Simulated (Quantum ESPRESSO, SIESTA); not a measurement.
# In-plane stress of fcc Al under biaxial strain, SIESTA DZP, PBEsol

Calculated with SIESTA 5.4.2: PBEsol; DZP orbitals, shift 0.01 Ry, mesh 400 Ry; k-mesh 8×8×8. The first two cell vectors are strained alike from typed lattice constants; the third vector's length and the atoms are relaxed. The geometries are those relaxed at QE, PBEsol. The typed cell isn't stress-free: at zero strain the reference's in-plane stress is -0.8 GPa, compression positive.

| in-plane strain (%) | in-plane stress (GPa, compression positive) |
| --- | --- |
| -4 | 4.676 |
| -3 | 2.7 |
| -2 | 1.382 |
| -1 | 0.3818 |
| 0 | -0.9256 |
| +1 | ? |
| +2 | -3.4 |
| +3 | -4.334 |
| +4 | -4.22 |

Task: Fit a second-order form in the logarithmic strain to the rows given and interpolate to the withheld row.

Worked fit:

With u = ln[(1 + ε)/(1 + ε0)], counted from the row at ε0 = +0 % where y0 = -0.9256, a second-order form y = y0 + a u + b u² makes v = (y − y0)/u a line in u.

| u | v |
| --- | --- |
| -0.0408220 | -137.220 |
| -0.0304592 | -119.031 |
| -0.0202027 | -114.222 |
| -0.0100503 | -130.085 |
| 0.0198026 | -124.953 |
| 0.0295588 | -115.309 |
| 0.0392207 | -83.9964 |

With n = 7: mean u = -0.00185030, mean v = -117.831, Σ(u − ū)² = 0.0058835, Σ(u − ū)(v − v̄) = 2.1388. Slope b = 2.1388 / 0.0058835 = 363.53; intercept a = v̄ − b ū = -117.16.

At the withheld row u = 0.009950, v = a + b u = -113.5, and y = y0 + u v.

Prediction at +1: -2.055 GPa. The run gave -2.355 GPa, so the fit is high by 0.30 GPa (13 % of the value).

The first-order term gives a biaxial modulus of 117 GPa at ε0. The second-order term makes up 3.2 % of v at the withheld row. Among the rows given, the largest miss of the fit is at +4, by 0.74 GPa (8.2 % of the range of the table).

Limits: The nuclei are static. The DFT runs use Fermi–Dirac occupations of width 0.1 eV, and energies are free energies. The rows don't follow a smooth parabola (r.m.s. departure 2.9 % of their range), so v is no line in u and the first-order term is poorly fixed; a kink, the k-mesh or scatter of the relaxations can each do this.

[Hosts, paths, dates, database ids (printed as entryN), source tags and the programs' standing remarks are cut or masked in the printed files.]
